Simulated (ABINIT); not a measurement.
# Excitons of AgCl (Fm-3m): kernels and approximations

Aim: follow the lowest exciton of AgCl (Fm-3m) as the mesh is refined.

Main program and level: ABINIT 10.8.3; PBE and many-body steps on it, plane waves.

Report form: the programs' logs are mostly left out.

## 1. Starting point

Symmetry: Fm-3m, No. 225, cubic system. Conventional cell: a = 5.545 Å, b = 5.545 Å, c = 5.545 Å, α = 90.00°, β = 90.00°, γ = 90.00°. Nearest to Ag lie 6 Cl at 2.77 Å. Nearest to Cl lie 6 Ag at 2.77 Å. Farther neighbours and most contacts between anions are not listed.

Structure file:

```cif
data_structure
_symmetry_space_group_name_H-M 'Fm-3m'
_symmetry_Int_Tables_number 225
_cell_length_a 5.5453
_cell_length_b 5.5453
_cell_length_c 5.5453
_cell_angle_alpha 90.000
_cell_angle_beta 90.000
_cell_angle_gamma 90.000
_cell_volume 170.52
loop_
_atom_site_label
_atom_site_type_symbol
_atom_site_symmetry_multiplicity
_atom_site_Wyckoff_symbol
_atom_site_fract_x
_atom_site_fract_y
_atom_site_fract_z
_atom_site_occupancy
Ag1 Ag 4 a 0.00000 0.00000 0.00000 1
Cl1 Cl 4 b 0.50000 0.00000 0.00000 1
```

The cell and positions are those that the Materials Project relaxed with its own functionals (PBE, PBE+U or r2SCAN), kept fixed.

## 2. Empty states on the mesh, 4×4×4 mesh, 117 bands

This step: ABINIT 10.8.3; DFT, PBE, plane waves, norm-conserving pseudopotentials.

The sums over transitions need many empty states on a uniform mesh; this step solves for them.

Input file run.abi:

```
acell 3*1.0 Angstrom
rprim 
  0.000000000000 2.772662996800 2.772662996800
  2.772662996800 0.000000000000 2.772662996800
  2.772662996800 2.772662996800 0.000000000000
ntypat 2
znucl 47 17
natom 2
typat 1 2
xred 
  0.000000000000 0.000000000000 0.000000000000
  0.500000000000 0.500000000000 0.500000000000
pp_dirpath "pseudos"
pseudos "Ag.upf, Cl.upf"
ecut 37
ngkpt 4 4 4
nshiftk 1
shiftk 0 0 0
kptopt 1
chksymbreak 0
irdden 1
istwfk *1
nband 117
prtvol 0
optdriver 6
gwr_task "HDIAGO"
paral_kgb 0
occopt 1
indata_prefix "in"
outdata_prefix "out"
tmpdata_prefix "tmp"
```

Command:

```console
OMP_NUM_THREADS=1 mpirun -n 4 abinit run.abi > log
```

The job ended after 49 s (4 MPI ranks of Arm Neoverse V1, shared host; peak memory 2.3 GiB).

Numbers from this step:

```
gap                                                           : 0.9128 eV
k of the valence top                                          : 0.5, 0, 0
k of the conduction bottom                                    : 0, 0, 0
least direct gap                                              : 3.230 eV
k points computed                                             : 8
lowest point of the top converged band, above the valence top : 89.6683 eV
```

On this mesh the gap is 0.913 eV.

The density comes from a self-consistent run that is not shown.

## 3. Screening, 4×4×4 mesh, 109 bands, screening to 163.3 eV

The RPA dielectric matrix is built and inverted for each q.

This step: RPA screening on PBE, plane waves, norm-conserving pseudopotentials.

run.abi: that of step 2 with these lines changed.

```diff
@@ -20,10 +20,11 @@
 chksymbreak 0
-irdden 1
 istwfk *1
-nband 117
-prtvol 0
-optdriver 6
-gwr_task "HDIAGO"
-paral_kgb 0
 occopt 1
+irdwfk 1
+optdriver 3
+nband 109
+ecuteps 6
+inclvkb 2
+awtr 1
+symchi 1
 indata_prefix "in"
```

Run time: 30 s. Hardware: 4 MPI ranks; peak memory 0.89 GiB.

Numbers from this step:

| Quantity | Value |
| --- | --- |
| ε∞ with local fields, on this mesh, along the program's q direction | 5.282 |
| the same without local fields | 5.738 |
| plasma frequency | 29.00 eV |
| plane waves in the screening matrix | 181 |

Local fields lower ε∞ by 8 %. On a Γ-centred mesh this coarse the value itself is usually too large, while a short band sum pulls it down.

## 4. Self-energy, 4×4×4 mesh, 109 bands, screening to 163.3 eV

The self-energy is evaluated for the states that the input lists, and the levels follow from it, in one-shot runs by the linearised quasiparticle equation.

This step: G0W0 on PBE, plane waves, norm-conserving pseudopotentials.

run.abi: that of step 3 with these lines changed.

```diff
@@ -23,8 +23,17 @@
 irdwfk 1
-optdriver 3
+optdriver 4
 nband 109
+gwcalctyp 0
+ecutsigx 37
+symsigma 1
+nkptgw 2
+kptgw 
+  0.5000000000 0.0000000000 0.0000000000
+  0.0000000000 0.0000000000 0.0000000000
+bdgw 
+  12 15
+  11 17
 ecuteps 6
-inclvkb 2
-awtr 1
-symchi 1
+irdscr 1
+ppmodel 1
 indata_prefix "in"
```

It took 8.8 s on 4 MPI ranks; peak memory 0.84 GiB; 35 s of CPU time.

Numbers from this step:

| Property | Result |
| --- | --- |
| G0W0 gap on the points computed | 2.112 eV |
| starting gap on the mesh | 0.9128 eV |
| k of the valence top | 0.5, 0, 0 |
| k of the conduction bottom | 0, 0, 0 |
| least direct G0W0 gap on the computed points | 4.659 eV |

The gap on the mesh goes from 0.91 eV to 2.11 eV, a correction of +1.20 eV.

The gap opens by 1.199 eV; the next steps shift the empty bands rigidly by 1.429 eV, the correction at the start's least direct gap.

## 5. Dielectric constant by perturbation theory

ε∞ sets how strongly the crystal screens. Perturbation theory gives it with local fields and without a sum over empty bands.

This step: DFT, PBE, linear response to an electric field, plane waves, norm-conserving pseudopotentials.

Input file run.abi:

```
acell 3*1.0 Angstrom
rprim 
  0.000000000000 2.772662996800 2.772662996800
  2.772662996800 0.000000000000 2.772662996800
  2.772662996800 2.772662996800 0.000000000000
ntypat 2
znucl 47 17
natom 2
typat 1 2
xred 
  0.000000000000 0.000000000000 0.000000000000
  0.500000000000 0.500000000000 0.500000000000
pp_dirpath "pseudos"
pseudos "Ag.upf, Cl.upf"
ecut 37
ngkpt 8 8 8
nshiftk 1
shiftk 0.5 0.5 0.5
chksymbreak 0
ndtset 3
nband 13
occopt 1
istwfk *1
nstep 60
tolwfr1 1e-18
iscf2 -3
rfelfd2 2
kptopt2 2
getwfk2 1
tolwfr2 1e-18
rfelfd3 3
kptopt3 2
getwfk3 1
getddk3 2
tolvrs3 1e-08
rfdir 1 1 1
nqpt2 1
nqpt3 1
qpt 0 0 0
prtwf3 0
prtden 0
optforces1 0
optstress1 0
kptopt1 1
indata_prefix "in"
outdata_prefix "out"
tmpdata_prefix "tmp"
```

It took 11 min on 4 MPI ranks; peak memory 0.85 GiB; 46 min of CPU time.

The field response gives a mean ε∞ of 5.09, which the model screening below takes as its input.

## 6. Excitons

Optical absorption needs the electron-hole interaction, solved here in a basis of vertical transitions on the mesh.

This step: Bethe-Salpeter equation on PBE with a scissors shift, plane waves, norm-conserving pseudopotentials.

Input file run.abi:

```
acell 3*1.0 Angstrom
rprim 
  0.000000000000 2.772662996800 2.772662996800
  2.772662996800 0.000000000000 2.772662996800
  2.772662996800 2.772662996800 0.000000000000
ntypat 2
znucl 47 17
natom 2
typat 1 2
xred 
  0.000000000000 0.000000000000 0.000000000000
  0.500000000000 0.500000000000 0.500000000000
pp_dirpath "pseudos"
pseudos "Ag.upf, Cl.upf"
ecut 37
ngkpt 4 4 4
nshiftk 1
shiftk 0 0 0
kptopt 1
chksymbreak 0
istwfk *1
occopt 1
irdwfk 1
optdriver 99
bs_calctype 1
mbpt_sciss 1.429 eV
bs_loband 9
nband 15
bs_exchange_term 1
bs_coulomb_term 11
bs_coupling 0
bs_algorithm 1
bs_freq_mesh 0 8 0.05 eV
zcut 0.1 eV
ecuteps 3
ecutwfn 18.5
inclvkb 2
irdscr 1
indata_prefix "in"
outdata_prefix "out"
tmpdata_prefix "tmp"
```

Run time: 7.2 s. Hardware: 4 MPI ranks; peak memory 0.29 GiB.

Numbers from this step:

* direct gap of the transition levels: 4.659 eV
* transitions in the window: 640
* first strong exciton (over a fiftieth of the strongest listed): 4.108 eV
* lowest state: 4.108 eV
* binding of the lowest state below the direct gap: 0.5509 eV
* Coulomb term of one mesh cell: 0.5541 eV

The binding is 0.99 times the screened Coulomb term of one mesh cell (0.55 eV), so it is not shown settled.

The lowest state lies at 4.108 eV, 0.551 eV under the direct gap.

Lines within 3 meV are set at the lowest of them, and the highest group, which the list may cut short, is left out. Exciton lines, with heights relative to the strongest:

| position (eV) | lines merged | oscillator strength, relative |
| --- | --- | --- |
| 4.108 | 3 | 100 |
| 4.135 | 2 | 0.2 |
| 4.514 | 2 | 0.1 |
| 4.565 | 1 | 47 |
| 4.569 | 2 | 90 |
| 4.635 | 1 | 0.0 |
| 4.638 | 2 | 0.1 |

The ε₂ has structure finer than the step of the table below, so its rows give means over 0.2 eV, whole bins alone (the curve runs from 0 to 7.95 eV). Peaks (eV: height): BSE 4.10: 10.3, 4.55: 13.5, 5.10: 4.62, 5.85: 17.2, 6.90: 6.36; no electron-hole interaction 4.65: 5.46, 5.15: 12.6, 5.65: 5.45, 6.40: 19.4, 7.50: 7.78; Kohn-Sham, no shift 3.25: 5.36, 3.75: 13.0, 4.25: 5.51, 5.00: 19.2, 6.05: 7.97.

Mean over the three Cartesian directions of q; broadening 0.1 eV; transition window only. Limits: finite bands, cutoff and mesh; d shell near the gap, gap tends to lie low; no spin-orbit coupling; coarse k mesh; exciton not shown settled in the k mesh. ε₂ against photon energy; means over each step:

| photon energy (eV) | BSE | no electron-hole interaction | Kohn-Sham, no shift |
| --- | --- | --- | --- |
| 0.2 | 0.00360 | 0.00230 | 0.00560 |
| 0.4 | 0.00731 | 0.00461 | 0.0113 |
| 0.6 | 0.0111 | 0.00704 | 0.0174 |
| 0.8 | 0.0153 | 0.00958 | 0.0241 |
| 1.0 | 0.0197 | 0.0122 | 0.0316 |
| 1.2 | 0.0247 | 0.0151 | 0.0404 |
| 1.4 | 0.0303 | 0.0183 | 0.0509 |
| 1.6 | 0.0367 | 0.0218 | 0.0639 |
| 1.8 | 0.0444 | 0.0257 | 0.0808 |
| 2.0 | 0.0537 | 0.0303 | 0.104 |
| 2.2 | 0.0652 | 0.0355 | 0.136 |
| 2.4 | 0.0799 | 0.0418 | 0.187 |
| 2.6 | 0.0995 | 0.0493 | 0.278 |
| 2.8 | 0.126 | 0.0586 | 0.481 |
| 3.0 | 0.166 | 0.0705 | 1.23 |
| 3.2 | 0.228 | 0.0859 | 4.26 |
| 3.4 | 0.339 | 0.107 | 2.76 |
| 3.6 | 0.576 | 0.137 | 5.65 |
| 3.8 | 1.31 | 0.184 | 9.25 |
| 4.0 | 5.51 | 0.267 | 2.98 |
| 4.2 | 6.73 | 0.443 | 4.44 |
| 4.4 | 5.46 | 1.03 | 2.57 |
| 4.6 | 10.6 | 3.91 | 2.15 |
| 4.8 | 3.20 | 3.04 | 6.58 |
| 5.0 | 3.00 | 4.55 | 16.5 |
| 5.2 | 3.36 | 10.0 | 6.18 |
| 5.4 | 1.90 | 3.28 | 1.94 |
| 5.6 | 4.18 | 4.17 | 1.23 |
| 5.8 | 14.1 | 2.98 | 2.02 |
| 6.0 | 8.45 | 2.01 | 5.98 |
| 6.2 | 2.45 | 5.25 | 3.87 |
| 6.4 | 1.19 | 16.4 | 1.47 |
| 6.6 | 1.37 | 7.51 | 0.921 |
| 6.8 | 3.66 | 2.22 | 0.522 |
| 7.0 | 4.58 | 1.25 | 0.500 |
| 7.2 | 1.76 | 1.79 | 0.445 |
| 7.4 | 0.897 | 5.37 | 0.814 |
| 7.6 | 0.679 | 4.57 | 2.03 |
| 7.8 | 0.419 | 1.67 | 1.05 |

## 7. Model screening

run.abi: that of step 6 with these lines changed.

```diff
@@ -26,6 +26,6 @@
 mbpt_sciss 1.429 eV
-bs_loband 9
-nband 15
+bs_loband 11
+nband 14
 bs_exchange_term 1
-bs_coulomb_term 11
+bs_coulomb_term 21
 bs_coupling 0
@@ -37,3 +37,4 @@
 inclvkb 2
-irdscr 1
+mdf_epsinf 5.09
+irdden 1
 indata_prefix "in"
```

Elapsed: 3 s, on 4 MPI ranks; peak memory 0.09 GiB; 12 s of CPU time.

This step gave:

```
direct gap of the transition levels                            : 4.659 eV
transitions in the window                                      : 192
first strong exciton (over a fiftieth of the strongest listed) : 4.091 eV
lowest state                                                   : 4.091 eV
binding of the lowest state below the direct gap               : 0.5677 eV
Coulomb term of one mesh cell                                  : 0.5751 eV
```

The binding is 0.99 times the screened Coulomb term of one mesh cell (0.58 eV), so it is not shown settled.

The lowest state lies at 4.091 eV, 0.568 eV under the direct gap.

The ε₂ has structure finer than the step of the table below, so its rows give means over 0.25 eV, whole bins alone (the curve runs from 0 to 7.95 eV). Peaks (eV: height): BSE 4.100: 9.32, 4.550: 12.8, 5.100: 4.51, 5.850: 16.3; no electron-hole interaction 4.650: 5.45, 5.150: 12.6, 5.650: 5.42, 6.400: 19.3; Kohn-Sham, no shift 3.250: 5.34, 3.750: 13.0, 4.250: 5.48, 5.000: 19.1.

Mean over the three Cartesian directions of q; broadening 0.1 eV; transition window only. Limits: finite bands, cutoff and mesh; d shell near the gap, gap tends to lie low; no spin-orbit coupling; coarse k mesh; exciton not shown settled in the k mesh. Table of ε₂ by photon energy; means over each step:

| photon energy (eV) | BSE | no electron-hole interaction | Kohn-Sham, no shift |
| --- | --- | --- | --- |
| 0.25 | 0.00392 | 0.00256 | 0.00643 |
| 0.50 | 0.00803 | 0.0052 | 0.0132 |
| 0.75 | 0.0124 | 0.00797 | 0.0207 |
| 1.00 | 0.0172 | 0.0109 | 0.0294 |
| 1.25 | 0.0228 | 0.0142 | 0.0399 |
| 1.50 | 0.0294 | 0.0180 | 0.0534 |
| 1.75 | 0.0374 | 0.0223 | 0.0718 |
| 2.00 | 0.0476 | 0.0274 | 0.0984 |
| 2.25 | 0.0611 | 0.0337 | 0.141 |
| 2.50 | 0.0799 | 0.0416 | 0.220 |
| 2.75 | 0.108 | 0.0518 | 0.410 |
| 3.00 | 0.152 | 0.0655 | 1.32 |
| 3.25 | 0.232 | 0.0850 | 4.07 |
| 3.50 | 0.412 | 0.114 | 3.26 |
| 3.75 | 1.05 | 0.164 | 9.34 |
| 4.00 | 5.48 | 0.260 | 3.21 |
| 4.25 | 4.74 | 0.527 | 4.19 |
| 4.50 | 8.67 | 2.21 | 1.98 |
| 4.75 | 4.24 | 3.70 | 4.85 |
| 5.00 | 3.02 | 4.95 | 15.1 |
| 5.25 | 2.46 | 8.15 | 4.46 |
| 5.50 | 2.45 | 3.16 | 1.15 |
| 5.75 | 11.2 | 3.69 | 0.882 |
| 6.00 | 7.88 | 2.05 | 1.09 |
| 6.25 | 1.59 | 8.21 | 0.412 |
| 6.50 | 0.748 | 13.1 | 0.422 |
| 6.75 | 0.997 | 2.83 | 0.343 |
| 7.00 | 0.720 | 0.935 | 0.124 |
| 7.25 | 0.302 | 0.981 | 0.0809 |
| 7.50 | 0.446 | 0.929 | 0.0613 |
| 7.75 | 0.175 | 0.344 | 0.0491 |

## 8. Empty states on the mesh, 6×6×6 mesh, 25 bands

This step: DFT, PBE, plane waves, norm-conserving pseudopotentials.

Input file run.abi:

```
acell 3*1.0 Angstrom
rprim 
  0.000000000000 2.772662996800 2.772662996800
  2.772662996800 0.000000000000 2.772662996800
  2.772662996800 2.772662996800 0.000000000000
ntypat 2
znucl 47 17
natom 2
typat 1 2
xred 
  0.000000000000 0.000000000000 0.000000000000
  0.500000000000 0.500000000000 0.500000000000
pp_dirpath "pseudos"
pseudos "Ag.upf, Cl.upf"
ecut 37
ngkpt 6 6 6
nshiftk 1
shiftk 0 0 0
kptopt 1
chksymbreak 0
iscf -2
irdden 1
istwfk *1
nband 25
nbdbuf 4
tolwfr 1e-09
nstep 60
prtvol 0
indata_prefix "in"
outdata_prefix "out"
tmpdata_prefix "tmp"
```

Elapsed: 8.4 s, on 4 MPI ranks; peak memory 0.27 GiB.

This step gave:

* gap: 0.9127 eV
* k of the valence top: 0.5, 0, 0
* k of the conduction bottom: 0, 0, 0
* least direct gap: 3.230 eV
* k points computed: 16
* lowest point of the top converged band, above the valence top: 13.34 eV

On this mesh the gap is 0.913 eV.

## 9. k mesh (6×6×6)

This step: Bethe-Salpeter equation on PBE with a scissors shift, plane waves, norm-conserving pseudopotentials.

run.abi: that of step 8 with these lines changed.

```diff
@@ -20,10 +20,21 @@
 chksymbreak 0
-iscf -2
+istwfk *1
+occopt 1
+irdwfk 1
+optdriver 99
+bs_calctype 1
+mbpt_sciss 1.429 eV
+bs_loband 11
+nband 14
+bs_exchange_term 1
+bs_coulomb_term 21
+bs_coupling 0
+bs_algorithm 1
+bs_freq_mesh 0 8 0.05 eV
+zcut 0.1 eV
+ecuteps 3
+ecutwfn 18.5
+inclvkb 2
+mdf_epsinf 5.09
 irdden 1
-istwfk *1
-nband 25
-nbdbuf 4
-tolwfr 1e-09
-nstep 60
-prtvol 0
 indata_prefix "in"
```

Elapsed: 8.4 s, on 4 MPI ranks; peak memory 0.36 GiB.

Numbers from this step:

- direct gap of the transition levels: 4.659 eV
- transitions in the window: 648
- first strong exciton (over a fiftieth of the strongest listed): 4.235 eV
- lowest state: 4.235 eV
- binding of the lowest state below the direct gap: 0.4236 eV
- Coulomb term of one mesh cell: 0.3834 eV

The binding is 1.1 times the screened Coulomb term of one mesh cell (0.38 eV), so it is not shown settled.

The lowest state lies at 4.235 eV, 0.424 eV under the direct gap.

The ε₂ has structure finer than the step of the table below, so its rows give means over 0.25 eV, whole bins alone (the curve runs from 0 to 7.95 eV). Peaks (eV: height): BSE 4.250: 8.38, 4.800: 4.26, 5.100: 4.63, 5.700: 8.98, 6.950: 2.09; no electron-hole interaction 4.750: 5.49, 5.200: 3.94, 5.500: 4.42, 6.300: 9.16, 7.350: 2.84; Kohn-Sham, no shift 3.350: 5.59, 3.750: 4, 4.100: 4.41, 4.850: 9.04, 5.950: 2.90.

Mean over the three Cartesian directions of q; broadening 0.1 eV; transition window only. Limits: finite bands, cutoff and mesh; d shell near the gap, gap tends to lie low; no spin-orbit coupling; exciton not shown settled in the k mesh. ε₂ against photon energy; means over each step:

| photon energy (eV) | BSE | no electron-hole interaction | Kohn-Sham, no shift |
| --- | --- | --- | --- |
| 0.25 | 0.00309 | 0.00214 | 0.00525 |
| 0.50 | 0.00628 | 0.00432 | 0.0108 |
| 0.75 | 0.00966 | 0.00662 | 0.0168 |
| 1.00 | 0.0134 | 0.00910 | 0.0238 |
| 1.25 | 0.0176 | 0.0118 | 0.0322 |
| 1.50 | 0.0225 | 0.0149 | 0.0429 |
| 1.75 | 0.0285 | 0.0184 | 0.0572 |
| 2.00 | 0.0359 | 0.0226 | 0.0779 |
| 2.25 | 0.0454 | 0.0276 | 0.110 |
| 2.50 | 0.0584 | 0.0339 | 0.169 |
| 2.75 | 0.0767 | 0.0420 | 0.306 |
| 3.00 | 0.105 | 0.0528 | 0.870 |
| 3.25 | 0.152 | 0.0680 | 3.89 |
| 3.50 | 0.245 | 0.0907 | 2.80 |
| 3.75 | 0.490 | 0.128 | 3.18 |
| 4.00 | 1.75 | 0.200 | 3.38 |
| 4.25 | 6.60 | 0.387 | 3.49 |
| 4.50 | 3.11 | 1.39 | 4.58 |
| 4.75 | 3.44 | 4.39 | 8.08 |
| 5.00 | 3.35 | 2.40 | 7.39 |
| 5.25 | 3.40 | 3.16 | 5.43 |
| 5.50 | 5.12 | 3.73 | 1.87 |
| 5.75 | 7.76 | 3.33 | 1.45 |
| 6.00 | 5.52 | 5.82 | 2.18 |
| 6.25 | 3.75 | 8.34 | 0.723 |
| 6.50 | 1.80 | 6.86 | 0.793 |
| 6.75 | 1.15 | 4.28 | 0.553 |
| 7.00 | 1.73 | 1.50 | 0.168 |
| 7.25 | 0.648 | 1.83 | 0.0981 |
| 7.50 | 0.692 | 1.72 | 0.0701 |
| 7.75 | 0.524 | 0.641 | 0.0541 |

The window of bands is narrower than in the first exciton run, so this row is not like for like with it.

## 10. Empty states on the mesh, 8×8×8 mesh, 25 bands

This step: DFT, PBE, plane waves, norm-conserving pseudopotentials.

Input file run.abi:

```
acell 3*1.0 Angstrom
rprim 
  0.000000000000 2.772662996800 2.772662996800
  2.772662996800 0.000000000000 2.772662996800
  2.772662996800 2.772662996800 0.000000000000
ntypat 2
znucl 47 17
natom 2
typat 1 2
xred 
  0.000000000000 0.000000000000 0.000000000000
  0.500000000000 0.500000000000 0.500000000000
pp_dirpath "pseudos"
pseudos "Ag.upf, Cl.upf"
ecut 37
ngkpt 8 8 8
nshiftk 1
shiftk 0 0 0
kptopt 1
chksymbreak 0
iscf -2
irdden 1
istwfk *1
nband 25
nbdbuf 4
tolwfr 1e-09
nstep 60
prtvol 0
indata_prefix "in"
outdata_prefix "out"
tmpdata_prefix "tmp"
```

Elapsed: 14 s, on 4 MPI ranks; peak memory 0.29 GiB.

Numbers from this step:

| Quantity | Value |
| --- | --- |
| gap | 0.9127 eV |
| k of the valence top | 0.5, 0, 0 |
| k of the conduction bottom | 0, 0, 0 |
| least direct gap | 3.185 eV |
| k points computed | 29 |
| lowest point of the top converged band, above the valence top | 13.34 eV |

On this mesh the gap is 0.913 eV.

(Continued in part 2 of 2.)

[Paths, hosts, dates, memory and timing lines, banners, echoed tables and standing remarks are left out of the program output.]

[Logs are printed without paths, hosts, clocks, repeated set-up lines and the standing remarks that a program may print on its own settings, such as how far it seeks lower states.]

[Runs of the session that timed out or met a known fault of the program may be left out.]

[No measured gap is set beside runs whose start may be inverted or whose files or cutoffs have a known fault.]

[Hosts, paths, dates, database ids (printed as entryN), source tags and the programs' standing remarks are cut or masked in the printed files.]

[G0W0 gaps are taken among the corrected bands and points alone; a level outside them can change the order at an edge.]

[Where Ansatz stands beside ABINIT at settings called matched, ABINIT's density can come from a denser mesh and the files from another edition; pairs whose starting gaps differed by over 0.03 eV were left out, so agreement reads better than it is.]
